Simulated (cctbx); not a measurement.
# Solving a structure by charge flipping

Cell a = 5.5370 Å, b = 5.5370 Å, c = 13.5610 Å, α = 90.00°, β = 90.00°, γ = 90.00°; space group I4/mmm (no. 139); content La2 Sn4 K4.

Simulated single-crystal data (cctbx): Mo Kα, λ = 0.71073 Å, to d = 0.84 Å, 50 % of the full sphere, strongest reflection 40000 counts, noise from counting, a 1.5 % proportional error and a noise floor of 8 counts (s.d.); no absorption, and some extinction, which the refinements don't model.

Charge flipping in P1 on plain amplitudes to 0.84 Å, δ = 1.1 σ, 20 % of the reflections treated as weak, 450 cycles:

```text
cycle      R  skewness
    0  0.582     0.32
   37  0.269     5.38
   74  0.260     5.26
  111  0.277     5.39
  148  0.287     5.35
  185  0.250     5.24
  222  0.256     5.27
  259  0.270     5.45
  296  0.252     5.24
  333  0.262     5.35
  370  0.272     5.31
  407  0.263     5.22
  444  0.275     5.40
origin shift          correlation  skewness
 0.445  0.768  0.281      0.810      8.53
 0.448  0.760  0.090      0.807      7.32
 0.449  0.760  0.220      0.763      2.87
 0.149  0.051  0.239      0.760      1.77
taken: symmetry correlation 0.810, skewness 8.53
peak      x       y       z  mult  height/sigma
Q1    0.0000  0.0000  0.0000    2     22.9
Q2    0.0000  0.0000  0.3761    4     17.2
Q3    0.0000  0.5000  0.2500    4      6.1
Q4    0.0000  0.0000  0.4619    4      1.5
Q5    0.1395  0.1395  0.3302   16      1.5
Q6    0.1606  0.1606  0.0000    8      1.5
Q7    0.0000  0.3847  0.1616   16      1.4
Q8    0.0000  0.2521  0.1140   16      1.4
```

The origin is taken among those within 0.04 of the best correlation, by the skewness of the map.

It took 0.48 s on 1 thread of Arm Neoverse V2 (shared host), peak memory 0.08 GiB.

**Question.** Which peaks are atoms, and which elements?

Heights go roughly as Z and multiplicities must add up to the content. First model: Q1 = La1 (2 in the cell, height 22.9), Q2 = Sn1 (4 in the cell, height 17.2) and Q3 = K1 (4 in the cell, height 6.1). Against the true structure, Q1 is La, Q2 is Sn and Q3 is K; the other peaks are not atoms.

Least squares on F², isotropic:

```text
Rint 0.015, 136 unique reflections to 0.85 A
cycle     R1     wR2    GooF  max shift (A)
   1  0.1184  0.2544  21.674   0.00424
   2  0.0077  0.0154   1.315   0.00000
final R1 0.0077 wR2 0.0154 GooF 1.315  parameters 4  data/parameter 34.0
atom        x        y        z      Ueq    occ   su(xyz)  su(Uiso or U11)
La1    0.00000  0.00000  0.00000   0.0025  1.000  0.00000  0.0001
Sn1    0.00000  0.00000  0.37641   0.0029  1.000  0.00002  0.0001
K1     0.00000  0.50000  0.25000   0.0052  1.000  0.00000  0.0002
difference map: max 0.36 min -0.59 rms 0.08
Q1    0.0000  0.0000  0.0516    4    0.37  0.70 A from La1
Q2    0.1500  0.1500  0.0000    8    0.24  1.17 A from La1
Q3    0.1691  0.1691  0.1191   16    0.22  2.09 A from La1
Q4    0.0000  0.1182  0.3955   16    0.18  0.70 A from Sn1
Q5    0.1839  0.1839  0.3639   16    0.16  1.45 A from Sn1
```

Anisotropic refinement:

```text
Rint 0.015, 136 unique reflections to 0.85 A
cycle     R1     wR2    GooF  max shift (A)
   1  0.0088  0.0181   1.558   0.00017
   2  0.0069  0.0130   1.119   0.00000
final R1 0.0069 wR2 0.0130 GooF 1.119  parameters 7  data/parameter 19.4
atom        x        y        z      Ueq    occ   su(xyz)  su(Uiso or U11)
La1    0.00000  0.00000  0.00000   0.0025  1.000  0.00000  0.0001
Sn1    0.00000  0.00000  0.37640   0.0029  1.000  0.00002  0.0001
K1     0.00000  0.50000  0.25000   0.0052  1.000  0.00000  0.0002
difference map: max 0.24 min -0.47 rms 0.07
Q1    0.1658  0.1658  0.1250   16    0.24  2.14 A from La1
Q2    0.1683  0.1683  0.0000    8    0.22  1.32 A from La1
Q3    0.0000  0.2548  0.4682   16    0.19  1.88 A from Sn1
Q4    0.0000  0.3234  0.1314   16    0.15  1.88 A from K1
Q5    0.1849  0.1849  0.2708   16    0.15  2.04 A from Sn1
Q6    0.0000  0.3350  0.3927   16    0.14  1.87 A from Sn1
```

**Reading.** The refinement ends at R1 = 0.0069, wR2 = 0.0130, GooF = 1.12, with difference density between -0.47 and 0.24 e/Å³. Every site matches the true model in element, within 0.001 Å r.m.s., up to an allowed shift of origin.

True model:

| atom | mult. | x | y | z | Ueq (Å²) |
| --- | --- | --- | --- | --- | --- |
| La1 | 2 | 0 | 0 | 0 | 0.0028 |
| Sn1 | 4 | 0 | 0 | 0.3764 | 0.0032 |
| K1 | 4 | 0 | 1/2 | 1/4 | 0.0053 |

The model is made up (kin elements in a known structure type, no relaxation), so it says nothing on whether the phase exists.

[Middle refinement cycles are left out of these outputs.]

[Logs are printed without paths, hosts, clocks, repeated set-up lines and the standing remarks that a program may print on its own settings, such as how far it seeks lower states.]
